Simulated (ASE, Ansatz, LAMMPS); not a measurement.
# (4,4) carbon nanotube in a second wall (155 atoms): support functions against a reference

Wanted: errors and times of a linear-scaling basis for (4,4) carbon nanotube in a second wall (155 atoms). A setting counts as converged where the r.m.s. difference of forces stays under 1 % of the r.m.s. force.

Calculated with Ansatz 0.2.0; Kohn-Sham DFT, PBE+D3(BJ), PAW (set soft_2), plane waves.

## 1. Starting point

The cell holds 155 atoms: 155 C. Its edges and angles: a = 21.124 Å, b = 21.186 Å, c = 7.380 Å, α = 90.0°, β = 90.0°, γ = 90.0°. It derives from C (graphene). Graphene sheet (a = 2.46 Å) rolled into a (4,4) tube of diameter 5.43 Å inside an (9, 9) tube, 3 periods, 9 Å of vacuum, one C removed; then minimised and run for 3 ps at 600 K (NVT) with a classical potential, last frame taken. Regions: inner wall, 48 atoms (48 C); outer wall, 107 atoms (107 C). Vacuum lies along a and b. The structure repeats along c.

Before any run, some limits are plain. Beside vacuum, support functions can miss their usual error bounds without a warning.

## 2. How the cell was made

A classical potential prepares the built cell, by minimisation and a short run of dynamics.

This step: classical potential: AIREBO (Stuart, Tutein and Harrison, J. Chem. Phys. 112, 6472 (2000)) (LAMMPS stable Jul 2025 - Update 4).

in.lammps

```
units metal
atom_style atomic
boundary p p p
atom_modify map array
read_data structure.data
pair_style airebo 3.0 1 1
pair_coeff * * CH.airebo C
thermo_style custom step temp pe press lx ly lz fmax
thermo 300
min_style cg
minimize 0 1e-4 3000 30000
reset_timestep 0
timestep 0.001
velocity all create 1200 50475 dist gaussian
fix md all nvt temp 600 600 0.1
run 3000
write_data relaxed.data nocoeff
```

The run is started by

```sh
lmp -in in.lammps -log log.lammps -screen none -nocite
```

Numbers of over 12 decimals in the logs are rounded to 6 here.

The program printed:

```text
LAMMPS (22 Jul 2025 - Update 4)
  155 atoms
   Step          Temp          PotEng         Press            Lx             Ly             Lz            Fmax     
         0   0             -1134.2733     -34066.924      21.123886      21.18577       7.38           1.9557476    
       300   0             -1135.7696     -15653.889      21.123886      21.18577       7.38           0.0043067331 
       600   0             -1135.77       -15664.069      21.123886      21.18577       7.38           0.0004995267 
       812   0             -1135.77       -15662.346      21.123886      21.18577       7.38           1.7180849e-05
Loop time of 13.063 on 1 procs for 812 steps with 155 atoms
Minimization stats:
  Stopping criterion = force tolerance
  Energy initial, next-to-last, final = 
     -1134.27334719478   -1135.7699916656  -1135.76999166571
  Force two-norm initial, final = 5.6543438 9.4209918e-05
  Force max component initial, final = 1.9557476 1.7180849e-05
[... 4 lines left out ...]
       600   603.51755     -1123.3526     -15663.682      21.123886      21.18577       7.38           6.4028751    
       900   544.05993     -1125.1934     -14315.197      21.123886      21.18577       7.38           6.2129382    
      1200   673.87176     -1124.9472     -22220.271      21.123886      21.18577       7.38           5.2472189    
      1500   572.69435     -1124.7178     -15051.466      21.123886      21.18577       7.38           5.7811846    
      1800   596.54817     -1122.6683     -2127.2226      21.123886      21.18577       7.38           5.7870058    
      2100   562.45216     -1123.6609     -19698.214      21.123886      21.18577       7.38           5.1723517    
      2400   641.56412     -1122.5672     -15659.512      21.123886      21.18577       7.38           7.4252662    
      2700   583.16232     -1124.1993     -352.52026      21.123886      21.18577       7.38           6.3437881    
      3000   654.91174     -1123.4693     -13007.588      21.123886      21.18577       7.38           6.3590515    
Loop time of 20.3525 on 1 procs for 3000 steps with 155 atoms
```

It took 34 s on 1 thread of Intel Xeon at 2.80GHz (Skylake/Cascade Lake), shared host.

## 3. Plane-wave single point

This run is the reference for what follows, at a cutoff of 420 eV.

input.yaml

```yaml
crystal:
  lattice:
    - [21.12389, 0.0, 0.0]
    - [0.0, 21.18577, 0.0]
    - [0.0, 0.0, 7.38]
  atoms:
    - { symbol: C, position: [0.62202, 0.51162, 0.10303] }
    - { symbol: C, position: [0.61742, 0.54322, 0.94176] }
    - { symbol: C, position: [0.57935, 0.59826, 0.93752] }
    - { symbol: C, position: [0.54839, 0.61108, 0.11029] }
    - { symbol: C, position: [0.4871, 0.6337, 0.1089] }
    - { symbol: C, position: [0.45243, 0.62159, 0.94401] }
    - { symbol: C, position: [0.39322, 0.59112, 0.93422] }
    - { symbol: C, position: [0.37571, 0.55769, 0.09782] }
    - { symbol: C, position: [0.37708, 0.492, 0.0971] }
    - { symbol: C, position: [0.38529, 0.46256, 0.26003] }
    - { symbol: C, position: [0.42257, 0.40611, 0.94041] }
    - { symbol: C, position: [0.4487, 0.38453, 0.10575] }
    - { symbol: C, position: [0.51101, 0.36857, 0.10029] }
    - { symbol: C, position: [0.54481, 0.37188, 0.26494] }
    - { symbol: C, position: [0.59943, 0.41981, 0.92835] }
    - { symbol: C, position: [0.61364, 0.44439, 0.10405] }
    - { symbol: C, position: [0.73365, 0.63724, 0.74169] }
    - { symbol: C, position: [0.71741, 0.66559, 0.57884] }
    - { symbol: C, position: [0.67012, 0.71089, 0.57368] }
    - { symbol: C, position: [0.63948, 0.72528, 0.73971] }
    - { symbol: C, position: [0.58194, 0.75957, 0.75056] }
    - { symbol: C, position: [0.55294, 0.77943, 0.5853] }
    - { symbol: C, position: [0.48515, 0.77315, 0.91612] }
    - { symbol: C, position: [0.4521, 0.77581, 0.74427] }
    - { symbol: C, position: [0.38807, 0.7708, 0.73733] }
    - { symbol: C, position: [0.34217, 0.76756, 0.58219] }
    - { symbol: C, position: [0.2994, 0.71792, 0.56585] }
    - { symbol: C, position: [0.27549, 0.69314, 0.73869] }
    - { symbol: C, position: [0.24465, 0.63629, 0.73866] }
    - { symbol: C, position: [0.23525, 0.60833, 0.91815] }
    - { symbol: C, position: [0.21591, 0.54256, 0.91937] }
    - { symbol: C, position: [0.21736, 0.51329, 0.74772] }
    [... 117 atom lines left out ...]
    - { symbol: C, position: [0.752, 0.36327, 0.24207] }
    - { symbol: C, position: [0.769, 0.39006, 0.41602] }
    - { symbol: C, position: [0.78968, 0.45295, 0.413] }
    - { symbol: C, position: [0.78775, 0.48545, 0.58078] }
    - { symbol: C, position: [0.78403, 0.55231, 0.58046] }
    - { symbol: C, position: [0.76903, 0.58097, 0.4148] }
kpoints:
  mp_grid: { grid: [1, 1, 2] }
hamiltonian:
  xc: pbe
  dispersion: d3bj
scf:
  occupations: { method: fermi_dirac, width: 0.05 }
output:
  forces: true
  populations: true
  dos:
    method: { smearing: { sigma: 0.15 } }
    de: 0.1
    projected:
      site_lists:
        C: [C]
        inner_wall: [0, 1, 2, 3, 4, 5, 6, 7, 8, 9, 10, 11, 12, 13, 14, 15, 52, 53, 54, 55, 56, 57, 58, 59, 60, 61, 62, 63, 64, 65, 66, 67, 104, 105, 106, 107, 108, 109, 110, 111, 112, 113, 114, 115, 116, 117, 118, 119]
  eigenvalues: true
  write_density: true
  write_potential: true
  volumetric_format: npy
```

The run is started by

```sh
ansatz run input.yaml --threads 8 --pin off --max-ram 15872MiB --backend cpu --events-out ev --progress --plain --runs-dir out
```

The program printed:

```text
Engine: ansatz 0.2.0, aarch64-unknown-linux-gnu
Pseudopotentials: kind: paw
Pseudopotential: C, paw, valence charge 4, recommended cutoff 420 eV (normal), C.paw.azcp
[... 5 lines on functional and potentials left out ...]
Crystal: 155 atoms, lattice volume = 3302.741 Å³
Basis set: ecut = 420 eV, 64597 PW (Γ), exchange–correlation on 288×288×100 points (8 copies of the dense FFT grid, shifted against one another)
Bands: 465, of which v1, the nominal top of the filled ones, is band 310 counted from 1 (309 counted from 0)
Symmetry: 1 space group operations
Space group: P1 (ITA 1), of the structure as read, at distance tolerance 1.5e-4 Å
k-points: 2
[... 3 lines on functional and potentials left out ...]
Initial density: superposition of atomic densities (neutral atoms: chi_scale 0, normalization atom), corrected by the library's trained network
Initial wavefunctions: pseudopotential atomic-orbital guess
Functional: x = pbe(κ = 0.804, μ = 0.219515), c = pbe(β = 0.066725)
SCF iter   1: F=—  HF=-38872.321176 eV  |F-HF|=—  |Δ(HF+E_count)|=         —  Δρ=5.44e-3  dr2=4.26e0  ethr=1.77e-3  ⟨swp⟩=7.0  Hψ=4808  notcnv=0  defer=259
preconditioner: auto → LDOS  [metal: Δε(μ)=0.009 eV  Ē_g=14.749 eV  σ=0.050 eV  W_gap=0.05  n_scr=492 (ndim 8)  ℏωp=16.1 eV  f_vac=0.573  D(μ)=18.54/eV (n_scr^D=54)  β→1.0]
SCF iter   2: F=—  HF=-38872.268839 eV  |F-HF|=—  |Δ(HF+E_count)|=   5.23e-2  Δρ=2.53e-3  dr2=4.52e-1  ethr=6.87e-4  ⟨swp⟩=2.5  Hψ=1333  notcnv=0  defer=274
SCF iter   3: F=—  HF=-38872.207336 eV  |F-HF|=—  |Δ(HF+E_count)|=   6.15e-2  Δρ=1.47e-3  dr2=1.69e-1  ethr=7.29e-5  ⟨swp⟩=2.0  Hψ=1229  notcnv=0  defer=274
SCF iter   4: F=—  HF=-38872.179239 eV  |F-HF|=—  |Δ(HF+E_count)|=   2.81e-2  Δρ=3.80e-4  dr2=1.32e-2  ethr=2.73e-5  ⟨swp⟩=2.0  Hψ=1119  notcnv=0  defer=274
SCF iter   5: F=—  HF=-38872.177653 eV  |F-HF|=—  |Δ(HF+E_count)|=   1.59e-3  Δρ=1.35e-4  dr2=1.37e-3  ethr=2.12e-6  ⟨swp⟩=2.0  Hψ=1212  notcnv=0  defer=274
SCF iter   6: F=—  HF=-38872.177971 eV  |F-HF|=—  |Δ(HF+E_count)|=   3.18e-4  Δρ=6.01e-5  dr2=2.16e-4  ethr=2.21e-7  ⟨swp⟩=2.0  Hψ=1238  notcnv=0  defer=274
SCF iter   7: F=—  HF=-38872.178035 eV  |F-HF|=—  |Δ(HF+E_count)|=   6.44e-5  Δρ=3.14e-5  dr2=4.40e-5  ethr=3.48e-8  ⟨swp⟩=2.0  Hψ=1052  notcnv=0  defer=274
SCF iter   8: F=—  HF=-38872.178209 eV  |F-HF|=—  |Δ(HF+E_count)|=   1.74e-4  Δρ=1.61e-5  dr2=1.24e-5  ethr=7.09e-9  ⟨swp⟩=2.0  Hψ=1451  notcnv=0  defer=274
SCF iter   9: F=—  HF=-38872.178215 eV  |F-HF|=—  |Δ(HF+E_count)|=   5.56e-6  Δρ=7.66e-6  dr2=3.09e-6  ethr=2.00e-9  ⟨swp⟩=2.0  Hψ=1091  notcnv=0  defer=274
SCF iter  10: F=—  HF=-38872.178218 eV  |F-HF|=—  |Δ(HF+E_count)|=   3.01e-6  Δρ=3.17e-6  dr2=4.41e-7  ethr=4.98e-10  ⟨swp⟩=2.0  Hψ=1094  notcnv=0  defer=274
SCF iter  11: F=-38872.178219 eV  HF=-38872.178219 eV  |F-HF|=3.03e-7  |Δ(HF+E_count)|=   1.46e-6  Δρ=1.09e-6  dr2=6.41e-8  ethr=1.61e-11  ⟨swp⟩=35.5  Hψ=10827  notcnv=0
SCF 1 converged in 11 iterations: F = -38872.178219 eV  dr2 = 6.41e-8
  greatest PAW one-centre occupation: 0.697 electrons in one spin orbital (limit 2), on the C atom at site 44 (counted from 0), in its partial waves of l = 0
WARN: The output density's exchange-correlation potential varies sharply where the density is thin. Do not read a vacuum level from v_tot or v_xc, or from such a field of the output density. On a cell that repeats whose density bears no net charge and no dipole along the vacuum's axis use v_es (v_loc + v_h of the components); [...]
SCF converged after 11 iterations
the last check of whether an eigenvalue changes by more than its tolerance under the output density was not made (no_room)
Free energy (F): -38872.178219 eV
Harris-Foulkes:  -38872.178219 eV  (|F-HF|=3.03e-7)
Internal energy: -38872.062077 eV  (E = F + TS)
E sigma→0 (E₀):  -38872.120148 eV
Entropy (-TS):   -0.116143 eV (-0.749 meV/atom)
Fermi energy:    0.424479 eV
--- Per-component energies (eV) ---
  E_band       = -5504.339083
  E_kinetic    = 14164.381752
  E_local      = -290074.892256  (includes V_loc(G=0)·N_el)
  E_nonlocal   = 4258.745666
  E_hartree    = 138217.794578
  E_xc         = -7452.239811
  E_vxc        = -9227.243939  (∫ρ·V_xc dr)
  E_paw        = -15403.749681  (= ΣΔE_a)
  E_vpaw       = -1060.908584  (= ΣTr[D̂ρ^β])
  E_aug_tail   = 0.001251  (compensation charges beyond the density's cutoff)
  E_ewald      = 117436.898805
  E_disp       = -19.002381  (pairwise vdW)
  E_smearing   = -0.116143  (= −TS)
  E_closure    = -0.000000  (closes the sum)
  Σ components = -38872.178219   (vs F -38872.178219, Δ=0.00e0)
--- Forces (eV/Å), atoms counted from 1 ---
  atom   1  C      0.95467174    -2.23027956     2.47655206
  atom   2  C     -0.08268277     1.16347196    -1.94510045
  atom   3  C     -0.75856092     0.24338122     0.58295519
  atom   4  C      1.72173088     2.08164011    -2.12062368
  atom   5  C     -2.24394115    -1.33075448    -0.74232949
  atom   6  C     -0.51667081     1.09165825    -0.20996196
  atom   7  C      0.07988787    -2.00507547    -0.18913945
  atom   8  C      1.14977889     2.53131735     0.50376930
  atom   9  C     -1.13006689     1.47915640    -1.43188393
  atom  10  C      0.09231410    -0.94113817     3.67276740
  atom  11  C     -0.96349460     0.00785669    -2.34702225
  atom  12  C     -2.04087682     0.92997367    -0.15489057
  atom  13  C      2.61988260    -0.52867672    -1.14112209
  atom  14  C      1.55318800     0.61443313     0.64011292
[...]
atom 154  C     -0.77461866    -1.74271960    -0.90986551
  atom 155  C      1.46765802     1.56894919    -1.17471629
  max |Σ_I F_I| component: 1.17e-4 eV/Å
--- Band table (eV) ---
  k-point 0: bands = ["-19.8864", "-19.5225", "-19.4720", "-19.4027", [... 449 levels ...], "8.1488", "8.1566", "8.1664", "8.1798", "8.2390", "8.2550", "8.2833", "8.2944", "8.3214", "8.3278", "8.3305", "8.3549"]
  k-point 1: bands = ["-19.4603", "-19.3194", "-19.1261", "-19.0471", [... 449 levels ...], "8.3902", "8.4170", "8.4712", "8.5098", "8.5273", "8.5547", "8.5601", "8.6040", "8.6320", "8.6430", "8.6693", "8.6886"]
--- Löwdin populations: 155 sites ---
  site symbol       q [e]
     0      C      3.9662
     1      C      3.9620
     2      C      3.9712
[...]
154      C      3.9597
  spilling = 0.009800 (of n_electrons = 620.000000)
```

It took 1.9 min on 8 threads of Arm Neoverse V2, shared host; peak memory 13 GiB.

The program notes that the exchange-correlation potential is rough where the density is thin.

Numbers from this run:

| Item | Value |
| --- | --- |
| free energy | -38872.1782 eV |
| free energy per atom | -250.7882 eV/atom |
| SCF cycles | 11 |
| r.m.s. force component | 1.553 eV/Å |
| longest force | 6.04 eV/Å |
| Fermi energy | 0.4245 eV |
| levels partly filled by over 2 per cent | 5 |
| spilling of the projection | 0.0098 |

Neighbours are counted within 1.85 Å (C-C).

Length of the force by element and coordination:

| element | coordination | atoms | mean length of the force (eV/Å) | spread | least | most |
| --- | --- | --- | --- | --- | --- | --- |
| C | all | 155 | 2.47 | 1.06 | 0.200 | 6.04 |
| C | 2 | 3 | 2.53 | 0.718 | 1.88 | 3.54 |
| C | 3 | 152 | 2.47 | 1.07 | 0.200 | 6.04 |

The mean of these charges, 0.039 e, is only the charge that the projection spills.

Löwdin charges by element and coordination (they lack the spilled electrons, 0.039 e an atom on average):

| element | coordination | atoms | mean charge (e) | spread | least | most |
| --- | --- | --- | --- | --- | --- | --- |
| C | all | 155 | 0.0392 | 0.0109 | -0.0044 | 0.0662 |
| C | 2 | 3 | 0.0149 | 0.0256 | -0.0044 | 0.051 |
| C | 3 | 152 | 0.0397 | 0.0098 | 0.0057 | 0.0662 |

By region:

| region | atoms | mean length of the force (eV/Å) |
| --- | --- | --- |
| inner wall | 48 | 2.20 |
| outer wall | 107 | 2.59 |

Density of states as counts of states in windows of 1 eV (from the Fermi level), total and the larger projections:

| from (eV) | to (eV) | total | C p | inner wall | C s |
| --- | --- | --- | --- | --- | --- |
| -10 | -9 | 25.6 | 20.6 | 8.6 | 4.7 |
| -9 | -8 | 46.3 | 40.3 | 15.5 | 5.5 |
| -8 | -7 | 47.9 | 43.9 | 14.1 | 3.4 |
| -7 | -6 | 62.1 | 59.2 | 18.8 | 2.3 |
| -6 | -5 | 50.9 | 48.6 | 12.8 | 2.0 |
| -5 | -4 | 45.3 | 44.0 | 14.6 | 1.1 |
| -4 | -3 | 38.3 | 37.7 | 13.9 | 0.4 |
| -3 | -2 | 36.3 | 35.6 | 7.9 | 0.5 |
| -2 | -1 | 14.4 | 14.2 | 5.6 | 0.1 |
| -1 | 0 | 8.5 | 8.3 | 2.4 | 0.2 |
| 0 | 1 | 14.5 | 13.5 | 5.2 | 0.7 |
| 1 | 2 | 26.7 | 25.2 | 8.5 | 0.5 |
| 2 | 3 | 31.6 | 29.5 | 10.6 | 0.8 |
| 3 | 4 | 20.5 | 14.3 | 4.7 | 0.8 |
| 4 | 5 | 40.2 | 18.1 | 7.9 | 1.3 |

Between -21 and -10 eV lie 244 more states.

The levels nearest the highest filled one (over half full), pooled over k-points and spins:

| level less the highest filled one (eV) | occupation |
| --- | --- |
| -0.677 | 2 |
| -0.609 | 2 |
| -0.553 | 2 |
| -0.433 | 2 |
| -0.0669 | 1.74 |
| 0 | 1.27 |
| 0.0651 | 0.646 |
| 0.147 | 0.17 |
| 0.164 | 0.124 |
| 0.234 | 0.032 |
| 0.301 | 0.008 |
| 0.328 | 0.005 |

Valence density in the ca plane at fractional y = 0.228, with atoms of C within 0.2 Å of it. It is the smooth field of the valence electrons, not physical close to the nuclei.

Ten even steps from '_' (0.0 e/Å³) to '@' (2.0 e/Å³), each cell a mean:
```
__________________________________________
__________________________________________
__________________________________________
__________________________________________
__________________________________________
__________________________________________
__________________________________________
..::::..______..::::..______........______
++******++==++++******++++++++++++++++====
--::::==%%@@##==::::==##@@##==::::++%%@@**
==::--==%%@@##==::--==##@@##==----++%%@@##
%%%%%%%%**++**######**====++##%%@@##**++**
==%%##==......--****==::..::==%%@@++::..::
%%############%%%%%%@@%%########%%@@%%####
::....::++**++--....::++##++::....--++**++
..____..::--::..____..::::::..____..::::::
__________________________________________
__________________________________________
__________________________________________
__________________________________________
__________________________________________
__________________________________________
__________________________________________
__________________________________________
```
Columns run along c (7.4 Å), rows up along a (21.1 Å). Atoms in or near the plane, at fractional coordinates: C at (0.58, 0.42), C at (0.76, 0.45), C at (0.74, 0.52), C at (0.58, 0.61), C at (0.91, 0.41), C at (0.08, 0.45), C at (0.08, 0.51), C at (0.91, 0.55), C at (0.90, 0.61), C at (0.25, 0.42), C at (0.42, 0.44), C at (0.24, 0.54), C at (0.24, 0.61).

Electrostatic potential energy in the ca plane at fractional y = 0.228, with atoms of C within 0.2 Å of it. With pseudopotentials it is smooth inside the atoms' cores, unlike the true potential.

Values in eV, 13 rows by 16 columns, each cell a mean:
```
  5   5   5   5   5   5   5   5   5   5   5   5   5   5   5   5
  5   5   5   5   5   5   5   5   5   5   5   5   5   5   5   5
  5   5   5   5   5   5   5   5   5   5   5   5   5   5   5   5
  3   3   3   4   4   3   3   3   4   4   4   3   3   4   4   4
-15 -29 -16 -17 -17 -11 -25 -19 -13 -21 -14 -14 -18 -11 -18 -13
 -7  -6 -10 -41 -44 -15  -6  -7 -27 -48 -26  -7  -7 -20 -47 -36
-28 -45 -23 -12 -13 -13 -36 -28  -7  -7  -9 -36 -45 -17 -12 -10
-19 -27 -18 -29 -36 -19 -27 -26 -25 -39 -25 -20 -27 -23 -36 -29
  2   2   1  -3  -4   0   2   2   0  -4  -1   2   2   1  -2  -1
  4   4   4   4   4   4   4   4   4   4   4   4   4   4   4   4
  5   5   5   5   5   5   5   5   5   5   5   5   5   5   5   5
  5   5   5   5   5   5   5   5   5   5   5   5   5   5   5   5
  5   5   5   5   5   5   5   5   5   5   5   5   5   5   5   5
```
Columns run along c (7.4 Å; values clipped at the 3rd and 97th percentile), rows up along a (21.1 Å). Atoms in or near the plane, at fractional coordinates: C at (0.58, 0.42), C at (0.76, 0.45), C at (0.74, 0.52), C at (0.58, 0.61), C at (0.91, 0.41), C at (0.08, 0.45), C at (0.08, 0.51), C at (0.91, 0.55), C at (0.90, 0.61), C at (0.25, 0.42), C at (0.42, 0.44), C at (0.24, 0.54), C at (0.24, 0.61).

Löwdin charges run from -0.00 to +0.07 e, about a mean that is the spilled charge alone. Within 0.4 eV of the Fermi level the largest share is C p (94 % of the projected weight).

(Part 1 of 2 ends here.)

[Logs are printed without paths, hosts, clocks, repeated set-up lines and the standing remarks that a program may print on its own settings, such as how far it seeks lower states.]

[Hosts, paths, dates, database ids (printed as entryN), source tags and the programs' standing remarks are cut or masked in the printed files.]
